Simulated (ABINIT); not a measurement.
# HfCdS3 (Pm-3m): zone-centre phonons, part 4 of 4

Which modes does HfCdS3 (Pm-3m) have at the zone centre?

ABINIT 10.8.3; DFT PBE, scalar-relativistic, plane waves, SPMS norm-conserving pseudopotentials.

So far. Step 6 (Linear response at Γ): The acoustic modes at Γ come out as far as 7.9 cm⁻¹ from zero, where they should vanish, a small numerical error. The lowest optical mode is imaginary, 131i cm⁻¹, an instability at this level and on this k mesh. Step 7 (Modes with the sum rule): The rule also moves an optical mode by 1.7 cm⁻¹. The relaxed cell has a = 4.952 Å (conventional setting).

The structure was built from a prototype and need not be the compound's stable phase.

## (8) Sum rules set otherwise (asr 0)

Without the rule the raw error of the acoustic modes shows.

The input, anaddb.abi:

```
ddb_filepath "gamma_DDB"
output_file "anaddb.abo"
outdata_prefix "anaddb"
asr 0
chneut 0
enunit 2
eivec 1
nph1l 1
qph1l 0.0 0.0 0.0 1.0
```

The input, mrgddb.in:

```
gamma_DDB
merged
2
dfpt_gammao_DDB
gso_DDB
```

Command:

```
$ mrgddb < mrgddb.in > mrgddb.log
$ OMP_NUM_THREADS=1 anaddb anaddb.abi > anaddb.log
```

anaddb.abo, the main output file:

```text
-outvars_anaddb: echo values of input variables ----------------------

 Miscellaneous information :
      enunit         2
       eivec         1
      chneut         0
 First list of wavevector (reduced coord.) :
       nph1l         1
       qph1l
                     0.00000000E+00  0.00000000E+00  0.00000000E+00    1.000E+00

================================================================================

 read the DDB information and perform some checks

  ==== Info on the Cryst% object ====
 Real(R)+Recip(G) space primitive vectors, cartesian coordinates (Bohr,Bohr^-1):
 R(1)=  9.3574930  0.0000000  0.0000000  G(1)=  0.1068662  0.0000000  0.0000000
 R(2)=  0.0000000  9.3574930  0.0000000  G(2)=  0.0000000  0.1068662  0.0000000
 R(3)=  0.0000000  0.0000000  9.3574930  G(3)=  0.0000000  0.0000000  0.1068662
 Unit cell volume ucvol=  8.1936713E+02 bohr^3
 Angles (23,13,12)=  9.00000000E+01  9.00000000E+01  9.00000000E+01 degrees
 Time-reversal symmetry is present
 Reduced atomic positions [iatom, xred, symbol]:
    1)    0.0000000  0.0000000  0.0000000  Cd
    2)    0.5000000  0.5000000  0.5000000  Hf
    3)    0.5000000  0.5000000  0.0000000   S
    4)    0.5000000  0.0000000  0.5000000   S
    5)    0.0000000  0.5000000  0.5000000   S

 DDB file with 3 blocks has been read.

================================================================================

 Treat the first list of vectors

  Phonon wavevector (reduced coordinates) :  0.00000  0.00000  0.00000
 Phonon energies in Hartree :
  -5.981296E-04 -5.981296E-04 -5.981296E-04 -4.770438E-04 -4.770438E-04
  -4.770438E-04 -1.442084E-04 -1.442084E-04 -1.442084E-04 -3.614894E-05
  -3.614894E-05 -3.614894E-05  1.519514E-03  1.519514E-03  1.519514E-03
 Phonon energies in meV     :
- -1.627594E+01 -1.627594E+01 -1.627594E+01 -1.298102E+01 -1.298102E+01
- -1.298102E+01 -3.924110E+00 -3.924110E+00 -3.924110E+00 -9.836627E-01
- -9.836627E-01 -9.836627E-01  4.134809E+01  4.134809E+01  4.134809E+01
 Phonon frequencies in cm-1    :
- -1.312743E+02 -1.312743E+02 -1.312743E+02 -1.046990E+02 -1.046990E+02
- -1.046990E+02 -3.165008E+01 -3.165008E+01 -3.165008E+01 -7.933775E+00
- -7.933775E+00 -7.933775E+00  3.334948E+02  3.334948E+02  3.334948E+02
 Phonon frequencies in Thz     :
- -3.935504E+00 -3.935504E+00 -3.935504E+00 -3.138798E+00 -3.138798E+00
- -3.138798E+00 -9.488455E-01 -9.488455E-01 -9.488455E-01 -2.378486E-01
- -2.378486E-01 -2.378486E-01  9.997923E+00  9.997923E+00  9.997923E+00
 Phonon energies in Kelvin  :
- -1.888744E+02 -1.888744E+02 -1.888744E+02 -1.506385E+02 -1.506385E+02
- -1.506385E+02 -4.553740E+01 -4.553740E+01 -4.553740E+01 -1.141493E+01
- -1.141493E+01 -1.141493E+01  4.798246E+02  4.798246E+02  4.798246E+02

 Eigendisplacements
 (will be given, for each mode : in cartesian coordinates
   for each atom the real part of the displacement vector,
   then the imaginary part of the displacement vector - absolute values smaller than 1.0d-7 are set to zero)
  Mode number    1   Energy   -5.981296E-04
 Attention : low frequency mode.
   (Could be unstable or acoustic mode)
-  1  0.00000000E+00  0.00000000E+00  0.00000000E+00
-     0.00000000E+00  0.00000000E+00  0.00000000E+00
-  2  0.00000000E+00  0.00000000E+00  0.00000000E+00
-     0.00000000E+00  0.00000000E+00  0.00000000E+00
-  3  0.00000000E+00  0.00000000E+00  0.00000000E+00
-     0.00000000E+00  0.00000000E+00  0.00000000E+00
-  4  0.00000000E+00  0.00000000E+00 -2.92470830E-03
-     0.00000000E+00  0.00000000E+00  0.00000000E+00
-  5  0.00000000E+00  0.00000000E+00  2.92470830E-03
-     0.00000000E+00  0.00000000E+00  0.00000000E+00
  Mode number    2   Energy   -5.981296E-04
 Attention : low frequency mode.
   (Could be unstable or acoustic mode)
-  1  0.00000000E+00  0.00000000E+00  0.00000000E+00
-     0.00000000E+00  0.00000000E+00  0.00000000E+00
-  2  0.00000000E+00  0.00000000E+00  0.00000000E+00
-     0.00000000E+00  0.00000000E+00  0.00000000E+00
-  3  0.00000000E+00 -2.92470830E-03  0.00000000E+00
-     0.00000000E+00  0.00000000E+00  0.00000000E+00
-  4  0.00000000E+00  0.00000000E+00  0.00000000E+00
-     0.00000000E+00  0.00000000E+00  0.00000000E+00
-  5  0.00000000E+00  2.92470830E-03  0.00000000E+00
-     0.00000000E+00  0.00000000E+00  0.00000000E+00
  Mode number    3   Energy   -5.981296E-04
 Attention : low frequency mode.
   (Could be unstable or acoustic mode)
-  1  0.00000000E+00  0.00000000E+00  0.00000000E+00
-     0.00000000E+00  0.00000000E+00  0.00000000E+00
-  2  0.00000000E+00  0.00000000E+00  0.00000000E+00
-     0.00000000E+00  0.00000000E+00  0.00000000E+00
-  3  2.92470830E-03  0.00000000E+00  0.00000000E+00
-     0.00000000E+00  0.00000000E+00  0.00000000E+00
-  4 -2.92470830E-03  0.00000000E+00  0.00000000E+00
-     0.00000000E+00  0.00000000E+00  0.00000000E+00
-  5  0.00000000E+00  0.00000000E+00  0.00000000E+00
-     0.00000000E+00  0.00000000E+00  0.00000000E+00
  Mode number    4   Energy   -4.770438E-04
 Attention : low frequency mode.
   (Could be unstable or acoustic mode)
-  1  0.00000000E+00  0.00000000E+00  1.24987959E-03
-     0.00000000E+00  0.00000000E+00  0.00000000E+00
-  2  0.00000000E+00  0.00000000E+00  2.15352442E-04
-     0.00000000E+00  0.00000000E+00  0.00000000E+00
-  3  0.00000000E+00  0.00000000E+00 -8.67452175E-04
-     0.00000000E+00  0.00000000E+00  0.00000000E+00
-  4  0.00000000E+00  0.00000000E+00 -2.30442512E-03
-     0.00000000E+00  0.00000000E+00  0.00000000E+00
-  5  0.00000000E+00  0.00000000E+00 -2.30442512E-03
-     0.00000000E+00  0.00000000E+00  0.00000000E+00
  Mode number    5   Energy   -4.770438E-04
 Attention : low frequency mode.
   (Could be unstable or acoustic mode)
-  1  0.00000000E+00 -1.24987959E-03  0.00000000E+00
-     0.00000000E+00  0.00000000E+00  0.00000000E+00
-  2  0.00000000E+00 -2.15352442E-04  0.00000000E+00
-     0.00000000E+00  0.00000000E+00  0.00000000E+00
-  3  0.00000000E+00  2.30442512E-03  0.00000000E+00
-     0.00000000E+00  0.00000000E+00  0.00000000E+00
-  4  0.00000000E+00  8.67452175E-04  0.00000000E+00
-     0.00000000E+00  0.00000000E+00  0.00000000E+00
-  5  0.00000000E+00  2.30442512E-03  0.00000000E+00
-     0.00000000E+00  0.00000000E+00  0.00000000E+00
  Mode number    6   Energy   -4.770438E-04
 Attention : low frequency mode.
   (Could be unstable or acoustic mode)
-  1  1.24987959E-03  0.00000000E+00  0.00000000E+00
-     0.00000000E+00  0.00000000E+00  0.00000000E+00
-  2  2.15352442E-04  0.00000000E+00  0.00000000E+00
-     0.00000000E+00  0.00000000E+00  0.00000000E+00
-  3 -2.30442512E-03  0.00000000E+00  0.00000000E+00
-     0.00000000E+00  0.00000000E+00  0.00000000E+00
-  4 -2.30442512E-03  0.00000000E+00  0.00000000E+00
-     0.00000000E+00  0.00000000E+00  0.00000000E+00
-  5 -8.67452175E-04  0.00000000E+00  0.00000000E+00
-     0.00000000E+00  0.00000000E+00  0.00000000E+00
  Mode number    7   Energy   -1.442084E-04
 Attention : low frequency mode.
   (Could be unstable or acoustic mode)
-  1  0.00000000E+00  0.00000000E+00 -1.48537008E-03
-     0.00000000E+00  0.00000000E+00  0.00000000E+00
-  2  0.00000000E+00  0.00000000E+00  1.09548984E-03
-     0.00000000E+00  0.00000000E+00  0.00000000E+00
-  3  0.00000000E+00  0.00000000E+00  1.50531276E-04
-     0.00000000E+00  0.00000000E+00  0.00000000E+00
-  4  0.00000000E+00  0.00000000E+00 -1.15553316E-03
-     0.00000000E+00  0.00000000E+00  0.00000000E+00
-  5  0.00000000E+00  0.00000000E+00 -1.15553316E-03
-     0.00000000E+00  0.00000000E+00  0.00000000E+00
  Mode number    8   Energy   -1.442084E-04
 Attention : low frequency mode.
   (Could be unstable or acoustic mode)
-  1  0.00000000E+00 -1.48537008E-03  0.00000000E+00
-     0.00000000E+00  0.00000000E+00  0.00000000E+00
-  2  0.00000000E+00  1.09548984E-03  0.00000000E+00
-     0.00000000E+00  0.00000000E+00  0.00000000E+00
-  3  0.00000000E+00 -1.15553316E-03  0.00000000E+00
-     0.00000000E+00  0.00000000E+00  0.00000000E+00
-  4  0.00000000E+00  1.50531276E-04  0.00000000E+00
-     0.00000000E+00  0.00000000E+00  0.00000000E+00
-  5  0.00000000E+00 -1.15553316E-03  0.00000000E+00
-     0.00000000E+00  0.00000000E+00  0.00000000E+00
  Mode number    9   Energy   -1.442084E-04
 Attention : low frequency mode.
   (Could be unstable or acoustic mode)
-  1  1.48537008E-03  0.00000000E+00  0.00000000E+00
-     0.00000000E+00  0.00000000E+00  0.00000000E+00
-  2 -1.09548984E-03  0.00000000E+00  0.00000000E+00
-     0.00000000E+00  0.00000000E+00  0.00000000E+00
-  3  1.15553316E-03  0.00000000E+00  0.00000000E+00
-     0.00000000E+00  0.00000000E+00  0.00000000E+00
-  4  1.15553316E-03  0.00000000E+00  0.00000000E+00
-     0.00000000E+00  0.00000000E+00  0.00000000E+00
-  5 -1.50531276E-04  0.00000000E+00  0.00000000E+00
-     0.00000000E+00  0.00000000E+00  0.00000000E+00
  Mode number   10   Energy   -3.614894E-05
 Attention : low frequency mode.
   (Could be unstable or acoustic mode)
-  1  0.00000000E+00  0.00000000E+00  1.05430289E-03
-     0.00000000E+00  0.00000000E+00  0.00000000E+00
-  2  0.00000000E+00  0.00000000E+00  1.29075188E-03
-     0.00000000E+00  0.00000000E+00  0.00000000E+00
-  3  0.00000000E+00  0.00000000E+00  1.21492660E-03
-     0.00000000E+00  0.00000000E+00  0.00000000E+00
-  4  0.00000000E+00  0.00000000E+00  1.10936376E-03
-     0.00000000E+00  0.00000000E+00  0.00000000E+00
-  5  0.00000000E+00  0.00000000E+00  1.10936376E-03
-     0.00000000E+00  0.00000000E+00  0.00000000E+00
  Mode number   11   Energy   -3.614894E-05
 Attention : low frequency mode.
   (Could be unstable or acoustic mode)
-  1  0.00000000E+00 -1.05430289E-03  0.00000000E+00
-     0.00000000E+00  0.00000000E+00  0.00000000E+00
-  2  0.00000000E+00 -1.29075188E-03  0.00000000E+00
-     0.00000000E+00  0.00000000E+00  0.00000000E+00
-  3  0.00000000E+00 -1.10936376E-03  0.00000000E+00
-     0.00000000E+00  0.00000000E+00  0.00000000E+00
-  4  0.00000000E+00 -1.21492660E-03  0.00000000E+00
-     0.00000000E+00  0.00000000E+00  0.00000000E+00
-  5  0.00000000E+00 -1.10936376E-03  0.00000000E+00
-     0.00000000E+00  0.00000000E+00  0.00000000E+00
  Mode number   12   Energy   -3.614894E-05
 Attention : low frequency mode.
   (Could be unstable or acoustic mode)
-  1  1.05430289E-03  0.00000000E+00  0.00000000E+00
-     0.00000000E+00  0.00000000E+00  0.00000000E+00
-  2  1.29075188E-03  0.00000000E+00  0.00000000E+00
-     0.00000000E+00  0.00000000E+00  0.00000000E+00
-  3  1.10936376E-03  0.00000000E+00  0.00000000E+00
-     0.00000000E+00  0.00000000E+00  0.00000000E+00
-  4  1.10936376E-03  0.00000000E+00  0.00000000E+00
-     0.00000000E+00  0.00000000E+00  0.00000000E+00
-  5  1.21492660E-03  0.00000000E+00  0.00000000E+00
-     0.00000000E+00  0.00000000E+00  0.00000000E+00
  Mode number   13   Energy    1.519514E-03
-  1  0.00000000E+00  0.00000000E+00  6.98022189E-06
-     0.00000000E+00  0.00000000E+00  0.00000000E+00
-  2  0.00000000E+00  0.00000000E+00 -4.01165653E-04
-     0.00000000E+00  0.00000000E+00  0.00000000E+00
-  3  0.00000000E+00  0.00000000E+00  3.85443351E-03
-     0.00000000E+00  0.00000000E+00  0.00000000E+00
-  4  0.00000000E+00  0.00000000E+00 -8.23163826E-04
-     0.00000000E+00  0.00000000E+00  0.00000000E+00
-  5  0.00000000E+00  0.00000000E+00 -8.23163826E-04
-     0.00000000E+00  0.00000000E+00  0.00000000E+00
  Mode number   14   Energy    1.519514E-03
-  1  0.00000000E+00 -6.98022189E-06  0.00000000E+00
-     0.00000000E+00  0.00000000E+00  0.00000000E+00
-  2  0.00000000E+00  4.01165653E-04  0.00000000E+00
-     0.00000000E+00  0.00000000E+00  0.00000000E+00
-  3  0.00000000E+00  8.23163826E-04  0.00000000E+00
-     0.00000000E+00  0.00000000E+00  0.00000000E+00
-  4  0.00000000E+00 -3.85443351E-03  0.00000000E+00
-     0.00000000E+00  0.00000000E+00  0.00000000E+00
-  5  0.00000000E+00  8.23163826E-04  0.00000000E+00
-     0.00000000E+00  0.00000000E+00  0.00000000E+00
  Mode number   15   Energy    1.519514E-03
-  1  6.98022189E-06  0.00000000E+00  0.00000000E+00
-     0.00000000E+00  0.00000000E+00  0.00000000E+00
-  2 -4.01165653E-04  0.00000000E+00  0.00000000E+00
-     0.00000000E+00  0.00000000E+00  0.00000000E+00
-  3 -8.23163826E-04  0.00000000E+00  0.00000000E+00
-     0.00000000E+00  0.00000000E+00  0.00000000E+00
-  4 -8.23163826E-04  0.00000000E+00  0.00000000E+00
-     0.00000000E+00  0.00000000E+00  0.00000000E+00
-  5  3.85443351E-03  0.00000000E+00  0.00000000E+00
-     0.00000000E+00  0.00000000E+00  0.00000000E+00

 Analysis of degeneracies and characters (maximum tolerance=1.00E-06 a.u.)
 For each vibration mode, or group of modes if degenerate,
 the characters are given for each symmetry operation (see the list in the log file).
 Symmetry characters of vibration mode #   1
       degenerate with vibration modes #   2 to    3
  3.0 -3.0 -1.0  1.0 -1.0  1.0 -1.0  1.0 -1.0  1.0  1.0 -1.0 -1.0  1.0  1.0 -1.0
 -0.0  0.0 -0.0  0.0 -0.0  0.0  0.0 -0.0 -1.0  1.0  1.0 -1.0  1.0 -1.0 -1.0  1.0
 -0.0  0.0 -0.0  0.0  0.0 -0.0 -0.0  0.0 -1.0  1.0 -1.0  1.0  1.0 -1.0  1.0 -1.0
 Symmetry characters of vibration mode #   4
       degenerate with vibration modes #   5 to    6
  3.0 -3.0 -1.0  1.0 -1.0  1.0 -1.0  1.0  1.0 -1.0 -1.0  1.0  1.0 -1.0 -1.0  1.0
 -0.0  0.0  0.0 -0.0 -0.0  0.0  0.0 -0.0  1.0 -1.0 -1.0  1.0 -1.0  1.0  1.0 -1.0
 -0.0  0.0 -0.0  0.0  0.0 -0.0  0.0 -0.0  1.0 -1.0  1.0 -1.0 -1.0  1.0 -1.0  1.0
 Symmetry characters of vibration mode #   7
       degenerate with vibration modes #   8 to    9
  3.0 -3.0 -1.0  1.0 -1.0  1.0 -1.0  1.0  1.0 -1.0 -1.0  1.0  1.0 -1.0 -1.0  1.0
 -0.0  0.0 -0.0  0.0  0.0 -0.0  0.0 -0.0  1.0 -1.0 -1.0  1.0 -1.0  1.0  1.0 -1.0
 -0.0  0.0  0.0 -0.0  0.0 -0.0 -0.0  0.0  1.0 -1.0  1.0 -1.0 -1.0  1.0 -1.0  1.0
 Symmetry characters of vibration mode #  10
       degenerate with vibration modes #  11 to   12
  3.0 -3.0 -1.0  1.0 -1.0  1.0 -1.0  1.0  1.0 -1.0 -1.0  1.0  1.0 -1.0 -1.0  1.0
  0.0 -0.0  0.0 -0.0 -0.0  0.0 -0.0  0.0  1.0 -1.0 -1.0  1.0 -1.0  1.0  1.0 -1.0
  0.0 -0.0 -0.0  0.0 -0.0  0.0  0.0 -0.0  1.0 -1.0  1.0 -1.0 -1.0  1.0 -1.0  1.0
 Symmetry characters of vibration mode #  13
       degenerate with vibration modes #  14 to   15
  3.0 -3.0 -1.0  1.0 -1.0  1.0 -1.0  1.0  1.0 -1.0 -1.0  1.0  1.0 -1.0 -1.0  1.0
  0.0 -0.0  0.0 -0.0 -0.0  0.0 -0.0  0.0  1.0 -1.0 -1.0  1.0 -1.0  1.0  1.0 -1.0
  0.0 -0.0 -0.0  0.0 -0.0  0.0  0.0 -0.0  1.0 -1.0  1.0 -1.0 -1.0  1.0 -1.0  1.0
-
```

Wall time 0.54 s (1 thread of Arm Neoverse N1, shared host).

Zone-centre frequencies as printed; negative means imaginary. Modes:

```tsv
mode	frequency (cm⁻¹)
1	-131.3
2	-131.3
3	-131.3
4	-104.7
5	-104.7
6	-104.7
7	-31.65
8	-31.65
9	-31.65
10	-7.93
11	-7.93
12	-7.93
13	333.5
14	333.5
15	333.5
```

## (9) Outcome

| Quantity | Value |
| --- | --- |
| space group after relaxation | Pm-3m |
| volume per atom | 24.3 Å³ |
| highest optical zone-centre mode (no LO-TO term) | 333.5 cm⁻¹ |
| lowest optical zone-centre mode | -131.3 cm⁻¹ |
| imaginary optical modes at the zone centre (no q mesh in this session) | yes |

**Reading.** At the PBE level the optical modes of HfCdS3 (Pm-3m) at the zone centre run from 131i to 334 cm⁻¹, so the structure is a saddle point, with 9 modes beyond 10i cm⁻¹ there. These are harmonic frequencies at zero temperature: anharmonic shifts and linewidths and thermal expansion are left out. Spin-orbit coupling is left out, which can matter for the heavy elements here. In a metal the frequencies hang on the k mesh and the smearing, most of all near Kohn anomalies. The structure is a hypothetical one, built on a prototype.

[Host names and launcher messages were left out of these logs when they were recorded.]

[Logs are printed without paths, hosts, clocks, repeated set-up lines and the standing remarks that a program may print on its own settings, such as how far it seeks lower states.]

[Hosts, paths, dates, database ids (printed as entryN), source tags and the programs' standing remarks are cut or masked in the printed files.]
